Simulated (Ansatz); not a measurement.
## K2C2SN2O: complex band structure

Wanted: the relaxed cell of K2C2SN2O, its band edges and its decay constants. It is built by putting S for part of the O in the KCNO structure of space group Ima2, with the volume rescaled by atomic radii. The parent structure comes from the Materials Project.

Calculated with Ansatz 0.2.0; PBEsol DFT, plane waves, PAW files, in the first sound run; inputs show where later runs differ.

The structure was built from a prototype and need not be the compound's stable phase.

## (1) Starting point

Symmetry: Cm, No. 8, monoclinic system. Conventional cell: a = 8.910 Å, b = 7.319 Å, c = 6.285 Å, α = 90.00°, β = 134.86°, γ = 90.00°. K has 4 N at 3.03 to 3.05 Å and 2 O at 3.04 to 3.06 Å and 2 S at 3.04 to 3.06 Å nearest. C has 1 N at 1.22 Å and 1 S at 1.26 Å nearest. C has 1 N at 1.22 Å and 1 O at 1.26 Å nearest. N has 1 C at 1.22 Å and 4 K at 3.03 to 3.05 Å nearest. Nearest to S lie 1 C at 1.26 Å and 4 K at 3.04 to 3.06 Å. It derives from KCNO. S for part of the O in the KCNO structure of space group Ima2. Farther neighbours and most contacts between anions are not listed.

## (2) Cell and atoms at rest

The substituted atoms don't fit the parent's cell, so cell and atoms relax together. A small smearing keeps the run stable in case the gap closes on the way.

Contents of input.yaml:

```yaml
crystal:
  lattice:
    - [-3.6596806745, 3.1424986065, 3.1578636902]
    - [3.6596806745, -3.1424986065, 3.1578636902]
    - [3.6596806745, 3.1424986065, -3.1578636902]
  atoms:
    - { symbol: K, position: [0.252622, 0.252622, 0.0] }
    - { symbol: K, position: [0.252622, 0.752622, 0.5] }
    - { symbol: C, position: [0.745627, 0.498533, 0.747094] }
    - { symbol: C, position: [0.751439, 0.998533, 0.252906] }
    - { symbol: "N", position: [0.470837, 0.3599125, 0.6109245] }
    - { symbol: "N", position: [0.748988, 0.8599125, 0.3890755] }
    - { symbol: S, position: [0.028441, 0.638933, 0.889508] }
    - { symbol: O, position: [0.749425, 0.138933, 0.110492] }
kpoints:
  mp_grid: { grid: [6, 6, 6] }
scf:
  occupations: { method: gaussian, width: 0.03 }
hamiltonian:
  xc: pbesol
output:
  forces: true
  stress: true
relax:
  f_tol: 0.02
  max_steps: 60
  cell: {}
```

Launch:

```
ansatz run input.yaml --threads 2 --pin off --max-ram 4096MiB --backend cpu --events-out ev --progress --plain --runs-dir out
```

Numbers of over 12 decimals in the logs are rounded to 6 here.

The log of the run:

```text
Engine: ansatz 0.2.0, x86_64-unknown-linux-gnu
Pseudopotentials: kind: paw
Pseudopotential: K, paw, valence charge 9, recommended cutoff 420 eV (normal), K.paw.azcp
Pseudopotential: C, paw, valence charge 4, recommended cutoff 420 eV (normal), C.paw.azcp
Pseudopotential: N, paw, valence charge 5, recommended cutoff 420 eV (normal), N.paw.azcp
Pseudopotential: S, paw, valence charge 6, recommended cutoff 420 eV (normal), S.paw.azcp
Pseudopotential: O, paw, valence charge 6, recommended cutoff 420 eV (normal), O.paw.azcp
Functional definition: PBEsol
  exchange = pbesol_x
  correlation = pbesol_c
Crystal: 8 atoms, lattice volume = 145.269 Å³
Basis set: ecut = 420 eV, 2869 PW (Γ), exchange–correlation on 80×80×80 points (8 copies of the dense FFT grid, shifted against one another)
Bands: 32, of which v1, the nominal top of the filled ones, is band 24 counted from 1 (23 counted from 0)
Symmetry: 2 space group operations
Space group: Cm (ITA 8), of the structure as read, at distance tolerance 5.3e-5 Å
k-points: 68 of 216 (time reversal used)
Non-local potential: K, projectors of the file, l = 0: 3, l = 1: 2, l = 2: 2
Non-local potential: C, projectors of the file, l = 0: 2, l = 1: 2, l = 2: 1
Non-local potential: N, projectors of the file, l = 0: 2, l = 1: 2, l = 2: 1
Non-local potential: S, projectors of the file, l = 0: 2, l = 1: 2, l = 2: 2
Non-local potential: O, projectors of the file, l = 0: 2, l = 1: 2, l = 2: 1
PAW form: soft (Blöchl's): semilocal exchange-correlation on the pseudo side does not see the compensation charge
PAW frozen core: K, regenerated for the run's functional, and the local potential with it (the file was generated under x = pbe(κ = 0.804, μ = 0.219515), c = pbe(β = 0.066725))
PAW frozen core: C, regenerated for the run's functional, and the local potential with it (the file was generated under x = pbe(κ = 0.804, μ = 0.219515), c = pbe(β = 0.066725))
PAW frozen core: N, regenerated for the run's functional, and the local potential with it (the file was generated under x = pbe(κ = 0.804, μ = 0.219515), c = pbe(β = 0.066725))
PAW frozen core: S, regenerated for the run's functional, and the local potential with it (the file was generated under x = pbe(κ = 0.804, μ = 0.219515), c = pbe(β = 0.066725))
PAW frozen core: O, regenerated for the run's functional, and the local potential with it (the file was generated under x = pbe(κ = 0.804, μ = 0.219515), c = pbe(β = 0.066725))
PAW one-centre angular grid: K, 110 points (default); XC on 64 Gauss nodes
PAW one-centre angular grid: C, 110 points (default); XC on 64 Gauss nodes
PAW one-centre angular grid: N, 110 points (default); XC on 64 Gauss nodes
PAW one-centre angular grid: S, 110 points (default); XC on 64 Gauss nodes
PAW one-centre angular grid: O, 110 points (default); XC on 64 Gauss nodes
Initial density: superposition of atomic densities (neutral atoms: chi_scale 0, normalization atom), corrected by the library's trained network
Initial wavefunctions: pseudopotential atomic-orbital guess
Functional: x = pbesol(κ = 0.804, μ = 0.123457), c = pbesol(β = 0.046)
SCF iter   1: F=—  HF=-5725.782161 eV  |F-HF|=—  |Δ(HF+E_count)|=         —  Δρ=8.67e-3  dr2=1.27e-1  ethr=1.77e-3  ⟨swp⟩=7.8  Hψ=11748  notcnv=0  defer=7
preconditioner: auto → Resta (q_TF=auto, 2.268 Å⁻¹)  ε∞=3.0  [insulator: Δε(μ)=3.831 eV  Ē_g=14.307 eV  σ=0.030 eV  W_gap=1.00  n_scr=26 (ndim 8)  ℏωp=20.4 eV  f_vac=0.051  D(μ)=0.00/eV (n_scr^D=0)  ε∞_Penn≈3.0]
SCF iter   2: F=—  HF=-5725.750181 eV  |F-HF|=—  |Δ(HF+E_count)|=   3.20e-2  Δρ=4.10e-3  dr2=2.44e-2  ethr=2.64e-4  ⟨swp⟩=2.9  Hψ=4455  notcnv=0  defer=164
SCF iter   3: F=—  HF=-5725.744642 eV  |F-HF|=—  |Δ(HF+E_count)|=   5.54e-3  Δρ=1.42e-3  dr2=3.44e-3  ethr=5.08e-5  ⟨swp⟩=2.0  Hψ=3696  notcnv=0  defer=166
SCF iter   4: F=—  HF=-5725.745241 eV  |F-HF|=—  |Δ(HF+E_count)|=   5.99e-4  Δρ=5.96e-4  dr2=5.48e-4  ethr=7.17e-6  ⟨swp⟩=2.0  Hψ=3358  notcnv=0  defer=166
SCF iter   5: F=—  HF=-5725.745245 eV  |F-HF|=—  |Δ(HF+E_count)|=   3.93e-6  Δρ=1.76e-4  dr2=6.70e-5  ethr=1.14e-6  ⟨swp⟩=2.0  Hψ=3363  notcnv=0  defer=166
SCF iter   6: F=—  HF=-5725.745277 eV  |F-HF|=—  |Δ(HF+E_count)|=   3.22e-5  Δρ=8.63e-5  dr2=1.19e-5  ethr=1.40e-7  ⟨swp⟩=2.0  Hψ=3110  notcnv=0  defer=166
SCF iter   7: F=—  HF=-5725.745281 eV  |F-HF|=—  |Δ(HF+E_count)|=   3.28e-6  Δρ=2.95e-5  dr2=1.19e-6  ethr=2.48e-8  ⟨swp⟩=2.0  Hψ=3331  notcnv=0  defer=166
SCF iter   8: F=—  HF=-5725.745282 eV  |F-HF|=—  |Δ(HF+E_count)|=   1.57e-6  Δρ=1.77e-5  dr2=4.82e-7  ethr=2.48e-9  ⟨swp⟩=2.0  Hψ=3418  notcnv=0  defer=166
SCF iter   9: F=-5725.745282 eV  HF=-5725.745282 eV  |F-HF|=6.75e-9  |Δ(HF+E_count)|=   2.56e-9  Δρ=6.64e-6  dr2=7.06e-8  ethr=2.08e-10  ⟨swp⟩=3.1  Hψ=8628  notcnv=0
SCF 1 converged in 9 iterations: F = -5725.745282 eV  dr2 = 7.06e-8
  greatest PAW one-centre occupation: 0.986 electrons in one spin orbital (limit 2), on the K atom at site 1 (counted from 0), in its partial waves of l = 0
relax step   1: F+E_penalty+E_count = -5725.74528224 eV  Δ(F+E_penalty+E_count) = +0.000e0 eV  max|allowed force component| = 2.745e1 eV/Å  Δτ_max = 0.0000 Å  P = +14.833 GPa  Ω = 145.269 Å³  (9 SCF iters, dr2 threshold 1.00e-7 eV, accepted)
Crystal: 8 atoms, lattice volume = 145.003 Å³
Basis set: ecut = 420 eV, 2857 PW (Γ), exchange–correlation on 80×80×80 points (8 copies of the dense FFT grid, shifted against one another)
Initial density: handed on by an earlier stage of this run
Initial wavefunctions: those handed on with the density
iter 1 solved again at ethr=2.46e-3 eV; its pass at ethr=3.10e-3 eV (dr2=1.18e0 eV) is discarded
SCF iter   1: F=—  HF=-5730.153849 eV  |F-HF|=—  |Δ(HF+E_count)|=         —  Δρ=3.58e-2  dr2=1.20e0  ethr=2.46e-3  ⟨swp⟩=1.0  Hψ=12740  notcnv=0
preconditioner: auto → Resta (q_TF=auto, 2.269 Å⁻¹)  ε∞=3.0  [insulator: Δε(μ)=4.416 eV  Ē_g=14.411 eV  σ=0.030 eV  W_gap=1.00  n_scr=26 (ndim 8)  ℏωp=20.5 eV  f_vac=0.046  D(μ)=0.00/eV (n_scr^D=0)  ε∞_Penn≈3.0]
SCF iter   2: F=—  HF=-5729.814458 eV  |F-HF|=—  |Δ(HF+E_count)|=   3.39e-1  Δρ=1.56e-2  dr2=1.47e-1  ethr=2.46e-3  ⟨swp⟩=3.0  Hψ=4291  notcnv=0
SCF iter   3: F=—  HF=-5729.779198 eV  |F-HF|=—  |Δ(HF+E_count)|=   3.53e-2  Δρ=5.67e-3  dr2=3.50e-2  ethr=3.07e-4  ⟨swp⟩=2.2  Hψ=4548  notcnv=0  defer=155
SCF iter   4: F=—  HF=-5729.773506 eV  |F-HF|=—  |Δ(HF+E_count)|=   5.69e-3  Δρ=1.90e-3  dr2=4.50e-3  ethr=7.29e-5  ⟨swp⟩=2.0  Hψ=3838  notcnv=0  defer=155
SCF iter   5: F=—  HF=-5729.772971 eV  |F-HF|=—  |Δ(HF+E_count)|=   5.35e-4  Δρ=5.35e-4  dr2=3.75e-4  ethr=9.37e-6  ⟨swp⟩=2.0  Hψ=2370  notcnv=0  defer=155
[...]
SCF iter   9: F=-5730.618140 eV  HF=-5730.618140 eV  |F-HF|=1.03e-8  |Δ(HF+E_count)|=   2.14e-7  Δρ=1.06e-5  dr2=1.77e-7  ethr=1.67e-9  ⟨swp⟩=4.9  Hψ=6886  notcnv=0
SCF 3 converged in 9 iterations: F = -5730.618140 eV  dr2 = 1.77e-7
relax step   3: F+E_penalty+E_count = -5730.61813979 eV  Δ(F+E_penalty+E_count) = -8.450e-1 eV  max|allowed force component| = 3.640e0 eV/Å  Δτ_max = 0.0844 Å  P = +2.584 GPa  Ω = 151.980 Å³  energy of the carried Pulay correction = -1.251e-2 eV  (9 SCF iters, dr2 threshold 8.00e-7 eV, accepted)
[... from here on, the SCF cycles and remarks between the steps are left out ...]
relax step   4: F+E_penalty+E_count = -5730.86383895 eV  Δ(F+E_penalty+E_count) = -2.457e-1 eV  max|allowed force component| = 1.207e0 eV/Å  Δτ_max = 0.0991 Å  P = +1.245 GPa  Ω = 150.907 Å³  energy of the carried Pulay correction = -1.055e-2 eV  (8 SCF iters, dr2 threshold 8.00e-7 eV, accepted)
relax step   5: F+E_penalty+E_count = -5730.90045980 eV  Δ(F+E_penalty+E_count) = -3.662e-2 eV  max|allowed force component| = 3.514e-1 eV/Å  Δτ_max = 0.1177 Å  P = +0.081 GPa  Ω = 151.492 Å³  energy of the carried Pulay correction = -1.162e-2 eV  (8 SCF iters, dr2 threshold 8.00e-7 eV, accepted)
relax step   6: F+E_penalty+E_count = -5730.91211015 eV  Δ(F+E_penalty+E_count) = -1.165e-2 eV  max|allowed force component| = 8.390e-2 eV/Å  Δτ_max = 0.0543 Å  P = -0.156 GPa  Ω = 151.565 Å³  energy of the carried Pulay correction = -1.175e-2 eV  (7 SCF iters, dr2 threshold 8.00e-7 eV, accepted)
relax step   7: F+E_penalty+E_count = -5730.91420096 eV  Δ(F+E_penalty+E_count) = -2.091e-3 eV  max|allowed force component| = 5.453e-2 eV/Å  Δτ_max = 0.0156 Å  P = -0.076 GPa  Ω = 151.235 Å³  energy of the carried Pulay correction = -1.115e-2 eV  (6 SCF iters, dr2 threshold 4.40e-7 eV, accepted)
relax step   8: F+E_penalty+E_count = -5730.91603075 eV  Δ(F+E_penalty+E_count) = -1.830e-3 eV  max|allowed force component| = 4.721e-2 eV/Å  Δτ_max = 0.0229 Å  P = +0.017 GPa  Ω = 150.792 Å³  energy of the carried Pulay correction = -1.034e-2 eV  (7 SCF iters, dr2 threshold 1.86e-7 eV, accepted)
relax step   9: F+E_penalty+E_count = -5730.91653484 eV  Δ(F+E_penalty+E_count) = -5.041e-4 eV  max|allowed force component| = 2.112e-2 eV/Å  Δτ_max = 0.0078 Å  P = -0.023 GPa  Ω = 150.589 Å³  energy of the carried Pulay correction = -9.963e-3 eV  (6 SCF iters, dr2 threshold 1.39e-7 eV, accepted)
relax step  10: F+E_penalty+E_count = -5730.91663356 eV  Δ(F+E_penalty+E_count) = -9.872e-5 eV  max|allowed force component| = 1.534e-3 eV/Å  Δτ_max = 0.0014 Å  P = -0.002 GPa  Ω = 150.545 Å³  energy of the carried Pulay correction = -9.880e-3 eV  (5 SCF iters, dr2 threshold 2.79e-8 eV, accepted)
relax step  11: F+E_penalty+E_count = -5730.92849163 eV  Δ(F+E_penalty+E_count) = -1.186e-2 eV  max|allowed force component| = 3.324e-3 eV/Å  Δτ_max = 0.0000 Å  P = +0.114 GPa  Ω = 150.545 Å³  stress off target by 1.49e-1 GPa  SCF on the basis re-selected at this cell (its energy is not comparable with the rows above)  (7 SCF iters)
relax step  12: F+E_penalty+E_count = -5730.92711549 eV  Δ(F+E_penalty+E_count) = +1.376e-3 eV  max|allowed force component| = 1.295e-2 eV/Å  Δτ_max = 0.0056 Å  P = +0.012 GPa  Ω = 151.501 Å³  energy of the carried Pulay correction = -1.787e-3 eV  (7 SCF iters, dr2 threshold 5.53e-8 eV, accepted)
iter 1 solved again at ethr=3.09e-7 eV; its pass at ethr=3.10e-3 eV (dr2=1.48e-4 eV) is discarded
SCF iter   1: F=—  HF=-5730.928922 eV  |F-HF|=—  |Δ(HF+E_count)|=         —  Δρ=4.28e-5  dr2=2.89e-7  ethr=3.09e-7  ⟨swp⟩=3.1  Hψ=17479  notcnv=0
preconditioner: auto → Resta (q_TF=auto, 2.253 Å⁻¹)  ε∞=3.0  [insulator: Δε(μ)=4.437 eV  Ē_g=14.222 eV  σ=0.030 eV  W_gap=1.00  n_scr=26 (ndim 8)  ℏωp=20.0 eV  f_vac=0.055  D(μ)=0.00/eV (n_scr^D=0)  ε∞_Penn≈3.0]
SCF iter   2: F=—  HF=-5730.928935 eV  |F-HF|=—  |Δ(HF+E_count)|=   1.32e-5  Δρ=2.10e-5  dr2=6.87e-8  ethr=6.02e-10  ⟨swp⟩=2.2  Hψ=3811  notcnv=0
SCF iter   3: F=—  HF=-5730.928942 eV  |F-HF|=—  |Δ(HF+E_count)|=   6.52e-6  Δρ=7.25e-6  dr2=1.68e-8  ethr=1.43e-10  ⟨swp⟩=2.0  Hψ=3672  notcnv=0
SCF iter   4: F=—  HF=-5730.928942 eV  |F-HF|=—  |Δ(HF+E_count)|=   6.55e-7  Δρ=1.32e-6  dr2=1.96e-9  ethr=3.49e-11  ⟨swp⟩=2.0  Hψ=3672  notcnv=0
SCF iter   5: F=—  HF=-5730.928942 eV  |F-HF|=—  |Δ(HF+E_count)|=   6.14e-9  Δρ=3.31e-7  dr2=1.75e-10  ethr=4.09e-12  ⟨swp⟩=2.0  Hψ=3544  notcnv=0
SCF iter   6: F=-5730.928942 eV  HF=-5730.928942 eV  |F-HF|=9.64e-11  |Δ(HF+E_count)|=  6.91e-11  Δρ=1.14e-7  dr2=2.91e-11  ethr=1.00e-12  ⟨swp⟩=5.0  Hψ=7312  notcnv=0
SCF 13 converged in 6 iterations: F = -5730.928942 eV  dr2 = 2.91e-11
relax step  13: F+E_penalty+E_count = -5730.92894244 eV  Δ(F+E_penalty+E_count) = -1.827e-3 eV  max|allowed force component| = 1.282e-2 eV/Å  Δτ_max = 0.0000 Å  P = +0.021 GPa  Ω = 151.501 Å³  stress off target by 4.75e-2 GPa  SCF on the basis re-selected at this cell (its energy is not comparable with the rows above)  (6 SCF iters)
basis re-selected at this cell: Δ(F+E_penalty+E_count) = -1.827e-3 eV, ΔP = +0.009 GPa vs the last step (what re-selecting the basis moved, of the pressure what is left beyond the Pulay correction that the steps carried, after the strain that the cell walked since its last selection, with what the two solves' SCF thresholds leave and, on support functions, any second-order correction that the steps lacked; it is no m [...]
SCF converged after 6 iterations
Free energy (F): -5730.928942 eV
Harris-Foulkes:  -5730.928942 eV  (|F-HF|=9.64e-11)
Internal energy: -5730.928942 eV  (E = F + TS)
E sigma→0 (E₀):  -5730.928942 eV
Fermi energy:    4.386452 eV
--- Per-component energies (eV) ---
  E_band       = -354.713316
  E_kinetic    = 1222.009783
  E_local      = -2673.895000  (includes V_loc(G=0)·N_el)
  E_nonlocal   = 254.785035
  E_hartree    = 882.603646
  E_xc         = -644.840333
  E_vxc        = -770.977670  (∫ρ·V_xc dr)
  E_paw        = -2696.213387  (= ΣΔE_a)
  E_vpaw       = -151.845470  (= ΣTr[D̂ρ^β])
  E_aug_tail   = 0.002658  (compensation charges beyond the density's cutoff)
  E_ewald      = -2075.792752
  E_core_change = 0.411406  (= ΣΔE_core)
  E_smearing   = -0.000000  (= −TS)
  E_closure    = -0.000000  (closes the sum)
  Σ components = -5730.928942   (vs F -5730.928942, Δ=0.00e0)
--- Forces (eV/Å), atoms counted from 1 ---
  atom   1  K      0.00248600    -0.00104995     0.00118533
  atom   2  K     -0.00248600    -0.00104995     0.00118533
  atom   3  C      0.00000000    -0.00623325    -0.00911428
  atom   4  C      0.00000000     0.00038090    -0.00639012
  atom   5  N      0.00000000     0.00303815     0.00647975
  atom   6  N      0.00000000     0.01272263    -0.00986081
  atom   7  S      0.00000000     0.00291401     0.00369371
  atom   8  O      0.00000000    -0.01072129     0.01282060
  max |Σ_I F_I| component: 1.25e-6 eV/Å
--- Stress (GPa, compression-positive) ---
        0.028463       0.000000       0.000000
        0.000000      -0.002876      -0.023035
        0.000000      -0.023035       0.036982
  P = ⅓ Tr σ = 0.0209 GPa (0.209 kbar)
--- Relaxed structure (11 steps of the walk, 11 accepted, 2 SCFs on fresh bases) ---
  F+E_penalty+E_count = -5730.92894244 eV   max|allowed force component| = 1.282e-2 eV/Å   (the final SCF, on the basis selected at the relaxed cell)
  cell:  # Å, volume = 151.5007 Å³
    - [-3.703867, 3.125676, 3.181625]
    - [3.703867, -3.215032, 3.270546]
    - [3.703867, 3.215032, -3.270546]
  atoms:
    - { symbol: K, position: [0.302010, 0.274582, 0.018933] }
    - { symbol: K, position: [0.302010, 0.783077, 0.527428] }
    - { symbol: C, position: [0.690086, 0.474278, 0.715808] }
    - { symbol: C, position: [0.744322, 0.991437, 0.252885] }
    - { symbol: N, position: [0.424227, 0.344820, 0.579407] }
    - { symbol: N, position: [0.741878, 0.859683, 0.382196] }
    - { symbol: S, position: [0.055982, 0.649825, 0.906157] }
    - { symbol: O, position: [0.739485, 0.122300, 0.117185] }
```

Run time: 66 s. Hardware: 2 threads of AMD EPYC 9R45, shared host; peak memory 0.64 GiB; 2.2 min of CPU time.

The steps of the relaxation:

| step | energy less that of the first step (eV) | largest force component (eV/Å) | pressure (GPa) | volume (Å³) |
| --- | --- | --- | --- | --- |
| 1 | 0.0000 | 27.4528 | 14.83 | 145.27 |
| 2 | -4.0278 | 9.8655 | 6.03 | 145.00 |
| 3 | -4.8729 | 3.6396 | 2.58 | 151.98 |
| 4 | -5.1186 | 1.2069 | 1.25 | 150.91 |
| 5 | -5.1552 | 0.3514 | 0.08 | 151.49 |
| 6 | -5.1668 | 0.0839 | -0.16 | 151.57 |
| 7 | -5.1689 | 0.0545 | -0.08 | 151.23 |
| 8 | -5.1707 | 0.0472 | 0.02 | 150.79 |
| 9 | -5.1713 | 0.0211 | -0.02 | 150.59 |
| 10 | -5.1714 | 0.0015 | 0.00 | 150.54 |
| 11* | -5.1832 | 0.0033 | 0.11 | 150.54 |
| 12 | -5.1818 | 0.0130 | 0.01 | 151.50 |
| 13* | -5.1837 | 0.0128 | 0.02 | 151.50 |

Relaxation steps marked * repeat the geometry before them on a plane-wave basis chosen anew for their cell, so energy and pressure can jump there.

Forces are held to the 2 operations that the run works with; a distortion that breaks them can't arise in this run.

| cell as run | before | after | change |
| --- | --- | --- | --- |
| a (Å) | 5.765 | 5.798 | +0.6 % |
| b (Å) | 5.765 | 5.895 | +2.2 % |
| c (Å) | 5.765 | 5.895 | +2.2 % |
| α (°) | 101.20 | 102.15 | +0.9 % |
| β (°) | 113.94 | 114.32 | +0.3 % |
| γ (°) | 113.58 | 113.02 | -0.5 % |
| volume (Å³/atom) | 18.16 | 18.94 | +4.3 % |

The atoms that moved most (Å, as changes of fractional coordinates times the final cell):

| atom | dx | dy | dz | length |
| --- | --- | --- | --- | --- |
| C3 | 0.000 | -0.196 | -0.154 | 0.249 |
| K2 | 0.031 | 0.145 | 0.167 | 0.223 |
| K1 | -0.031 | 0.145 | 0.167 | 0.223 |
| N5 | 0.000 | -0.198 | -0.095 | 0.220 |
| S7 | 0.000 | 0.105 | 0.069 | 0.125 |
| O8 | 0.000 | 0.044 | -0.108 | 0.117 |
| C4 | 0.000 | 0.001 | -0.046 | 0.046 |
| N6 | 0.000 | -0.044 | -0.001 | 0.044 |

This step gave:

```
free energy  : -5730.9289 eV
Fermi energy : 4.386 eV
pressure     : 0.02086 GPa
```

The largest force component on a free atom ends at 0.013 eV/Å.

(Continued in part 2 of 3.)

[Logs are printed without paths, hosts, clocks, repeated set-up lines and the standing remarks that a program may print on its own settings, such as how far it seeks lower states.]

[Hosts, paths, dates, database ids (printed as entryN), source tags and the programs' standing remarks are cut or masked in the printed files.]
